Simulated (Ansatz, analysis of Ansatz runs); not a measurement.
**Migration barrier of interstitial H in bcc Mo, hop from a tetrahedral to the next tetrahedral site (PBE)**

How near does this set-up come to the measured migration barrier? Subject: interstitial H in bcc Mo, hop from a tetrahedral to the next tetrahedral site. Set-up: PBE, 54-site cell, PBE lattice, 420 eV, k: 3x3x3 Gamma-centred. The model is a cell of 54 host atoms with 1 H put in. The barrier is the energy of the highest image of a climbing band over the relaxed site that the atom leaves. A larger cell tests how far the defect's images disturb the number.

Measured beforehand: Migration barrier: 0.185 eV, by permeation and degassing (T > 250 K); average of cited values (quoted in “Explainable Machine Learning for Hydrogen Diffusion in Metals and Random Binary Alloys”, 2023, G. M. Lu et al., quoting earlier work (1983)). Migration barrier: 0.17 eV, by diffusion activation energy, described as experimental in the text (technique not stated; cited ref. is a first-principles paper, so the value may be second-hand) (quoted in “Ab-initio study of the transition pathways for single and double interstitial solute (H, N, O, H-H, N-N, and O-O) within bcc refractory metals (Mo and Nb)”, 2024, H. E. Quarshie et al., quoting earlier work (2017)). The calculation is set beside it at the end.

Calculated with Ansatz 0.2.0; plane-wave PAW DFT, PBE; relaxation of all atoms of a defect supercell.

## (1) Starting point

The cell holds 55 atoms: 54 Mo and 1 H. Cell: a = 9.483 Å, b = 9.483 Å, c = 9.483 Å, α = 90.0°, β = 90.0°, γ = 90.0°. It derives from Mo (space group Im-3m). Nearest the centre at fractional (0.250, 0.333, 0.500): H55 at 0.00 Å, Mo4 at 1.77 Å, Mo29 at 1.77 Å, Mo27 at 1.77 Å, Mo10 at 1.77 Å, Mo22 at 2.85 Å, Mo11 at 2.85 Å, Mo9 at 2.85 Å.

The host's primitive cell comes from a first run (plane-wave PAW DFT, PBE; relaxation of the host's cell and atoms): vectors of 2.738, 2.738 and 2.738 Å. That is 15.79 Å³ an atom, 1.4 % over the diffraction cell's volume. The supercell is built on it.

## (2) Relaxation, charge 0

A barrier counts from a true minimum, so both ends of the jump are relaxed first.

start/input.yaml reads:

```yaml
relax:
  f_tol: 0.02
  max_steps: 80
  escape_saddle: false
crystal:
  lattice:
    - [9.48346714, 0.0, 0.0]
    - [0.0, 9.48346714, 0.0]
    - [0.0, 0.0, 9.48346714]
  atoms:
    - { symbol: Mo, position: [0.0, 0.0, 0.0] }
    - { symbol: Mo, position: [0.166666667, 0.166666667, 0.166666667] }
    - { symbol: Mo, position: [0.0, 0.0, 0.333333333] }
    - { symbol: Mo, position: [0.166666667, 0.166666667, 0.5] }
    - { symbol: Mo, position: [0.0, 0.0, 0.666666667] }
    - { symbol: Mo, position: [0.166666667, 0.166666667, 0.833333333] }
    - { symbol: Mo, position: [0.0, 0.333333333, 0.0] }
    - { symbol: Mo, position: [0.166666667, 0.5, 0.166666667] }
    - { symbol: Mo, position: [0.0, 0.333333333, 0.333333333] }
    - { symbol: Mo, position: [0.166666667, 0.5, 0.5] }
    - { symbol: Mo, position: [0.0, 0.333333333, 0.666666667] }
    - { symbol: Mo, position: [0.166666667, 0.5, 0.833333333] }
    - { symbol: Mo, position: [0.0, 0.666666667, 0.0] }
    - { symbol: Mo, position: [0.166666667, 0.833333333, 0.166666667] }
    - { symbol: Mo, position: [0.0, 0.666666667, 0.333333333] }
    - { symbol: Mo, position: [0.166666667, 0.833333333, 0.5] }
    - { symbol: Mo, position: [0.0, 0.666666667, 0.666666667] }
    - { symbol: Mo, position: [0.166666667, 0.833333333, 0.833333333] }
    - { symbol: Mo, position: [0.333333333, 0.0, 0.0] }
    - { symbol: Mo, position: [0.5, 0.166666667, 0.166666667] }
    - { symbol: Mo, position: [0.333333333, 0.0, 0.333333333] }
    - { symbol: Mo, position: [0.5, 0.166666667, 0.5] }
    - { symbol: Mo, position: [0.333333333, 0.0, 0.666666667] }
    - { symbol: Mo, position: [0.5, 0.166666667, 0.833333333] }
    - { symbol: Mo, position: [0.333333333, 0.333333333, 0.0] }
    - { symbol: Mo, position: [0.5, 0.5, 0.166666667] }
    - { symbol: Mo, position: [0.333333333, 0.333333333, 0.333333333] }
    - { symbol: Mo, position: [0.5, 0.5, 0.5] }
    - { symbol: Mo, position: [0.333333333, 0.333333333, 0.666666667] }
    - { symbol: Mo, position: [0.5, 0.5, 0.833333333] }
    - { symbol: Mo, position: [0.333333333, 0.666666667, 0.0] }
    - { symbol: Mo, position: [0.5, 0.833333333, 0.166666667] }
    - { symbol: Mo, position: [0.333333333, 0.666666667, 0.333333333] }
    - { symbol: Mo, position: [0.5, 0.833333333, 0.5] }
    - { symbol: Mo, position: [0.333333333, 0.666666667, 0.666666667] }
    - { symbol: Mo, position: [0.5, 0.833333333, 0.833333333] }
    - { symbol: Mo, position: [0.666666667, 0.0, 0.0] }
    - { symbol: Mo, position: [0.833333333, 0.166666667, 0.166666667] }
    - { symbol: Mo, position: [0.666666667, 0.0, 0.333333333] }
    - { symbol: Mo, position: [0.833333333, 0.166666667, 0.5] }
    - { symbol: Mo, position: [0.666666667, 0.0, 0.666666667] }
    - { symbol: Mo, position: [0.833333333, 0.166666667, 0.833333333] }
    - { symbol: Mo, position: [0.666666667, 0.333333333, 0.0] }
    - { symbol: Mo, position: [0.833333333, 0.5, 0.166666667] }
    - { symbol: Mo, position: [0.666666667, 0.333333333, 0.333333333] }
    - { symbol: Mo, position: [0.833333333, 0.5, 0.5] }
    - { symbol: Mo, position: [0.666666667, 0.333333333, 0.666666667] }
    - { symbol: Mo, position: [0.833333333, 0.5, 0.833333333] }
    - { symbol: Mo, position: [0.666666667, 0.666666667, 0.0] }
    - { symbol: Mo, position: [0.833333333, 0.833333333, 0.166666667] }
    - { symbol: Mo, position: [0.666666667, 0.666666667, 0.333333333] }
    - { symbol: Mo, position: [0.833333333, 0.833333333, 0.5] }
    - { symbol: Mo, position: [0.666666667, 0.666666667, 0.666666667] }
    - { symbol: Mo, position: [0.833333333, 0.833333333, 0.833333333] }
    - { symbol: H, position: [0.25, 0.333333, 0.5] }
basis:
  ecutwfc: 420
  xc_grid: 2
hamiltonian:
  xc: pbe
kpoints:
  mp_grid: { grid: [3, 3, 3] }
scf:
  occupations: { method: methfessel_paxton, width: 0.1 }
  max_iter: 120
output:
  forces: true
checkpoint:
  write: "../start.run"
  compress: false
  write_wavefunctions: true
  write_every: 100000
```

Launch:

```sh
> ansatz run input.yaml --threads 4 --pin off --max-ram 14131MiB --backend cpu --events-out ev --progress --plain --runs-dir out
```

Numbers of over 12 decimals in the logs are rounded to 6 here.

The log of the run:

```text
[... repeated set-up lines and file paths are left out, and long positions are rounded to six places ...]
Warning: the atoms were moved onto the symmetric positions of the space group found under crystal.symmetry.tolerance 1.0e-5 (fractional; [...]
Engine: ansatz 0.2.0, aarch64-unknown-linux-gnu
Pseudopotentials: kind: paw
Pseudopotential: Mo, paw, valence charge 14, recommended cutoff 420 eV (normal), Mo.paw.azcp
Pseudopotential: H, paw, valence charge 1, recommended cutoff 420 eV (normal), H.paw.azcp
Functional definition: PBE
  parameter kappa = 0.804
  parameter beta = 0.066725
  exchange = pbe_x(kappa = kappa, mu = beta*pi^2/3)
  correlation = pbe_c(beta = beta)
Crystal: 55 atoms, lattice volume = 852.907 Å³
Basis set: ecut = 420 eV, 16831 PW (Γ), exchange–correlation on 128×128×128 points (8 copies of the dense FFT grid, shifted against one another)
Bands: 455, of which v1, the nominal top of the filled ones, is band 379 counted from 1 (378 counted from 0)
Symmetry: 8 space group operations
Space group: P-4m2 (ITA 115), of the structure as read, at distance tolerance 9.5e-5 Å
k-points: 6 of 27 (time reversal used)
Non-local potential: Mo, projectors of the file, l = 0: 3, l = 1: 2, l = 2: 2, l = 3: 1
Non-local potential: H, projectors of the file, l = 0: 2, l = 1: 1
PAW form: soft (Blöchl's): semilocal exchange-correlation on the pseudo side does not see the compensation charge
PAW one-centre angular grid: Mo, 590 points (default); XC on 64 Gauss nodes
PAW one-centre angular grid: H, 110 points (default); XC on 64 Gauss nodes
Initial density: superposition of atomic densities (neutral atoms: chi_scale 0, normalization atom), corrected by the library's trained network
Initial wavefunctions: pseudopotential atomic-orbital guess
Functional: x = pbe(κ = 0.804, μ = 0.219515), c = pbe(β = 0.066725)
SCF iter   1: F=—  HF=-267640.310525 eV  |F-HF|=—  |Δ(HF+E_count)|=         —  Δρ=3.05e-3  dr2=1.54e-1  ethr=1.77e-3  ⟨swp⟩=4.7  Hψ=8888  notcnv=0
preconditioner: auto → Kerker (q_TF=auto, 2.675 Å⁻¹)  [metal: Δε(μ)=0.010 eV  Ē_g=4.217 eV  σ=0.100 eV  W_gap=0.09  n_scr=256 (ndim 8)  ℏωp=22.9 eV  f_vac=0.000  D(μ)=49.97/eV (n_scr^D=484)]
SCF iter   2: F=—  HF=-267640.313440 eV  |F-HF|=—  |Δ(HF+E_count)|=   2.91e-3  S|Δr|=    0.00e0  Δρ=1.69e-3  dr2=4.23e-2  ethr=2.04e-5  ⟨swp⟩=1.0  Hψ=3144  notcnv=0
SCF iter   3: F=—  HF=-267640.311434 eV  |F-HF|=—  |Δ(HF+E_count)|=   2.01e-3  S|Δr|=    0.00e0  Δρ=2.37e-4  dr2=5.51e-4  ethr=5.58e-6  ⟨swp⟩=2.0  Hψ=3411  notcnv=0
SCF iter   4: F=—  HF=-267640.314171 eV  |F-HF|=—  |Δ(HF+E_count)|=   2.74e-3  S|Δr|=    0.00e0  Δρ=4.33e-5  dr2=2.04e-5  ethr=7.28e-8  ⟨swp⟩=2.0  Hψ=4381  notcnv=0
SCF iter   5: F=-267640.314170 eV  HF=-267640.314171 eV  |F-HF|=6.88e-7  |Δ(HF+E_count)|=   4.45e-7  S|Δr|=    0.00e0  Δρ=9.44e-6  dr2=1.05e-6  ethr=1.32e-9  ⟨swp⟩=3.3  Hψ=7373  notcnv=0
SCF 1 converged in 5 iterations: F = -267640.314170 eV  dr2 = 1.05e-6
  greatest PAW one-centre occupation: 0.998 electrons in one spin orbital (limit 2), on the Mo atom at site 9 (counted from 0), in its partial waves of l = 0
relax step   1: F+E_penalty+E_count = -267640.31416999 eV  Δ(F+E_penalty+E_count) = +0.000e0 eV  max|allowed force component| = 1.501e0 eV/Å  Δτ_max = 0.0000 Å  (5 SCF iters, dr2 threshold 1.00e-5 eV, accepted)
[... the SCF cycles and remarks between the steps are left out from here to the last step ...]
relax step   2: F+E_penalty+E_count = -267640.33037255 eV  Δ(F+E_penalty+E_count) = -1.620e-2 eV  max|allowed force component| = 7.079e-1 eV/Å  Δτ_max = 0.1213 Å  (5 SCF iters, dr2 threshold 1.00e-4 eV, accepted)
relax step   3: F+E_penalty+E_count = -267640.55685278 eV  Δ(F+E_penalty+E_count) = -2.265e-1 eV  max|allowed force component| = 2.181e-1 eV/Å  Δτ_max = 0.0602 Å  (5 SCF iters, dr2 threshold 3.13e-5 eV, accepted)
relax step   4: F+E_penalty+E_count = -267640.56657487 eV  Δ(F+E_penalty+E_count) = -9.722e-3 eV  max|allowed force component| = 2.749e-2 eV/Å  Δτ_max = 0.0150 Å  (4 SCF iters, dr2 threshold 4.51e-6 eV, accepted)
SCF iter   1: F=—  HF=-267640.564927 eV  |F-HF|=—  |Δ(HF+E_count)|=         —  Δρ=7.03e-4  dr2=1.65e-3  ethr=6.14e-6  ⟨swp⟩=4.5  Hψ=5496  notcnv=0  defer=190
SCF iter   2: F=—  HF=-267640.564987 eV  |F-HF|=—  |Δ(HF+E_count)|=   6.04e-5  S|Δr|=    0.00e0  Δρ=4.16e-4  dr2=6.27e-4  ethr=2.18e-7  ⟨swp⟩=2.8  Hψ=3400  notcnv=0  defer=205
SCF iter   3: F=—  HF=-267640.565004 eV  |F-HF|=—  |Δ(HF+E_count)|=   1.66e-5  S|Δr|=    0.00e0  Δρ=3.58e-5  dr2=7.59e-6  ethr=8.29e-8  ⟨swp⟩=2.0  Hψ=3394  notcnv=0  defer=205
SCF iter   4: F=—  HF=-267640.567710 eV  |F-HF|=—  |Δ(HF+E_count)|=   2.71e-3  S|Δr|=    0.00e0  Δρ=5.19e-6  dr2=2.16e-7  ethr=1.00e-9  ⟨swp⟩=4.0  Hψ=5531  notcnv=0  defer=205
SCF iter   5: F=-267640.567710 eV  HF=-267640.567710 eV  |F-HF|=3.49e-9  |Δ(HF+E_count)|=   1.40e-8  S|Δr|=    0.00e0  Δρ=1.16e-6  dr2=9.82e-9  ethr=1.32e-11  ⟨swp⟩=5.2  Hψ=8282  notcnv=0
SCF 5 converged in 5 iterations: F = -267640.567710 eV  dr2 = 9.82e-9
relax step   5: F+E_penalty+E_count = -267640.56771018 eV  Δ(F+E_penalty+E_count) = -1.135e-3 eV  max|allowed force component| = 8.481e-3 eV/Å  Δτ_max = 0.0057 Å  (5 SCF iters, accepted)
NSCF: frozen V_eff on 6 k-points
the band table was solved once a step of the walk had ended and its energy, with any forces and stress, was formed, with the checks that follow a solve (9359 applications of the Hamiltonian). They found nothing against the state; [...]
SCF converged after 5 iterations
Stability not checked: this state was not tested for a lower state beside it, because cold or Methfessel-Paxton smearing, or corrected tetrahedra, fill the levels in a way that the test cannot read (fill_not_monotonic; see scf.lower_state_search)
Free energy (F): -267640.567710 eV
Harris-Foulkes:  -267640.567710 eV  (|F-HF|=3.49e-9)
Internal energy: -267640.530971 eV  (E = F + TS)
E sigma→0 (E₀):  -267640.558525 eV
Entropy (-TS):   -0.036739 eV (-0.668 meV/atom)
Fermi energy:    20.817885 eV
--- Per-component energies (eV) ---
  E_band       = -3116.240684
  E_kinetic    = 23816.131580
  E_local      = -42707.394230  (includes V_loc(G=0)·N_el)
  E_nonlocal   = 7701.322783
  E_hartree    = 14112.350849
  E_xc         = -9920.307764
  E_vxc        = -12382.100930  (∫ρ·V_xc dr)
  E_paw        = -172865.187335  (= ΣΔE_a)
  E_vpaw       = -7768.902264  (= ΣTr[D̂ρ^β])
  E_aug_tail   = 0.000949  (compensation charges beyond the density's cutoff)
  E_ewald      = -87777.447803
  E_smearing   = -0.036739  (= −TS)
  E_closure    = -0.000000  (closes the sum)
  Σ components = -267640.567710   (vs F -267640.567710, Δ=0.00e0)
--- Forces (eV/Å), atoms counted from 1 ---
  atom   1  Mo    -0.00668069     0.00144020     0.00000000
  atom   2  Mo     0.00178461    -0.00055255     0.00036071
  [... 1 atom left out ...]
  atom   4  Mo     0.00051396     0.00462812     0.00000000
  [... 4 atoms left out ...]
  atom   9  Mo    -0.00001035    -0.00000000    -0.00010966
  atom  10  Mo     0.00051396    -0.00462812     0.00000000
  atom  11  Mo    -0.00001035    -0.00000000     0.00010966
  [... 10 atoms left out ...]
  atom  22  Mo     0.00001035    -0.00010966     0.00000000
  atom  23  Mo    -0.00178461     0.00036071     0.00055255
  [... 3 atoms left out ...]
  atom  27  Mo    -0.00051396    -0.00000000     0.00462812
  atom  28  Mo     0.00001035     0.00010966    -0.00000000
  atom  29  Mo    -0.00051396    -0.00000000    -0.00462812
  [... 25 atoms left out ...]
  atom  55  H     -0.00000000     0.00000000     0.00000000
  max |Σ_I F_I| component: 1.11e-17 eV/Å
--- Band table (eV; the first three rows and the last of 6) ---
  k-point 0: bands = ["-40.4008", "-40.2836", "-40.2836", "-40.2836", [... 447 left out ...] "22.9760", "22.9760", "22.9769", "22.9769"]
  k-point 1: bands = ["-40.3862", "-40.3432", "-40.2765", "-40.2755", [... 447 left out ...] "22.9731", "23.0404", "23.0508", "23.0525"]
  [... further k-points left out ...]
--- Relaxed structure (5 steps of the walk, 5 accepted, 0 SCFs on fresh bases) ---
  F+E_penalty+E_count = -267640.56771018 eV   max|allowed force component| = 8.481e-3 eV/Å
  atoms:
    - { symbol: Mo, position: [0.000687, -1.5859440998915518e-5, 0] }
    - { symbol: Mo, position: [0.166561, 0.166252, 0.166269] }
    [... 1 atom left out ...]
    - { symbol: Mo, position: [0.162363, 0.159911, 0.5] }
    [... 4 atoms left out ...]
    - { symbol: Mo, position: [-0.000625, 0.333333, 0.332259] }
    - { symbol: Mo, position: [0.162363, 0.506756, 0.5] }
    - { symbol: Mo, position: [-0.000625, 0.333333, 0.667741] }
    [... 10 atoms left out ...]
    - { symbol: Mo, position: [0.500625, 0.165592, 0.5] }
    - { symbol: Mo, position: [0.333439, -0.000398, 0.667082] }
    [... 3 atoms left out ...]
    - { symbol: Mo, position: [0.337637, 0.333333, 0.326577] }
    - { symbol: Mo, position: [0.500625, 0.501074, 0.5] }
    - { symbol: Mo, position: [0.337637, 0.333333, 0.673423] }
    [... 25 atoms left out ...]
    - { symbol: H, position: [0.25, 0.333333, 0.5] }
```

Run time: 7.7 min. Hardware: 4 threads of Arm Neoverse V1, shared host; peak memory 8.8 GiB.

Step by step:

```
step  energy less that of the first step (eV)  largest force component (eV/Å)
   1                                   0.0000                          1.5011
   2                                  -0.0162                          0.7079
   3                                  -0.2427                          0.2181
   4                                  -0.2524                          0.0275
   5                                  -0.2535                          0.0085
```

The run keeps the 8 symmetry operations that it works with, so distortions that break them were not tested.

The atoms that moved most (Å):

```
atom      dx      dy      dz  length
 Mo4  -0.041  -0.064   0.000   0.076
Mo29   0.041   0.000   0.064   0.076
Mo27   0.041   0.000  -0.064   0.076
Mo10  -0.041   0.064   0.000   0.076
 Mo5  -0.010  -0.007   0.006   0.013
 Mo3  -0.010  -0.007  -0.006   0.013
Mo24   0.010  -0.006   0.007   0.013
Mo20   0.010  -0.006  -0.007   0.013
```

Neighbours of H55 at the end:

```
atom  distance (Å)
Mo27         1.843
 Mo4         1.843
Mo10         1.843
Mo29         1.843
 Mo9         2.860
Mo28         2.860
Mo22         2.860
Mo11         2.860
```

This step gave:

```
free energy      : -267640.5677 eV
smearing term TS : 0.03674 eV
```

The other runs of this kind differ in structure, charge or spin alone:

```
                 run    outcome  energy less the first (eV)  moment (μB)     time
relaxation, charge 0  converged                      0.0000         0.00  7.7 min
relaxation, charge 0  converged                      0.0000         0.00  7.9 min
```

The relaxation ends 4.6 meV an atom lower, with a largest force component of 0.0085 eV/Å.

(Part 1 of 2 ends here.)

[Logs are printed without paths, hosts, clocks, repeated set-up lines and the standing remarks that a program may print on its own settings, such as how far it seeks lower states.]

[Hosts, paths, dates, database ids (printed as entryN), source tags and the programs' standing remarks are cut or masked in the printed files.]

[For some hosts the program warned that the k-mesh of the response run may be too coarse for force constants and the static dielectric constant; such warnings are not shown here.]
